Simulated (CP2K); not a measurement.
Consider 2-ethynylthiazole at its PBE geometry (Å).

```xyz
10

C    -3.0775    0.0605   -0.0888
C    -1.8638    0.0271   -0.0550
C    -0.4527    0.0109   -0.0111
N     0.3004   -1.0770   -0.0785
C     1.6241   -0.7452   -0.0107
C     1.9083    0.5986    0.1072
S     0.4567    1.5020    0.1371
H    -4.1464    0.0767   -0.1219
H     2.3723   -1.5342   -0.0527
H     2.8785    1.0806    0.1743
```

Method: CP2K XAS_TDP, all-electron GAPW, PBEh(45%), aug-cc-pVDZ, TDA, GW2X-corrected core level, ZORA, spin–orbit coupling.

**Question.** Where do the S L₂,₃-edge lines lie, and how strong are they?

Leading lines: S7 167.26 eV. The leading line of an atom is its first one with 35 % of the strongest within 2.5 eV of its lowest line over the strength cut. Core ionisation energies at this level: S7 171.60/171.70/172.77 eV; the 2p½ level lies 1.12 eV above the 2p3/2 pair.

The first six lines of each atom with a strength over 0.0003:

```csv
atom,energy (eV),states,"strength, one atom",above the computed threshold
S7 (bonded to 2 C),166.78,1,0.0003,
,167.26,1,0.0020,
,167.55,1,0.0016,
,168.34,1,0.0016,
,168.67,1,0.0040,
,169.16,2,0.0008,
```

Lines are vertical, at one geometry, with no vibrational structure. GW2X ionisation energies and lines can be off by 1 to 2 eV either way, and a good line position may hide errors that cancel. Rydberg lines, and the discretised continuum above threshold, depend on the basis and the box.

[Banner, clock and machine lines of the logs are left out without a mark of their own.]

[Logs are printed without paths, hosts, clocks, repeated set-up lines and the standing remarks that a program may print on its own settings, such as how far it seeks lower states.]

[Hosts, paths, dates, database ids (printed as entryN), source tags and the programs' standing remarks are cut or masked in the printed files.]
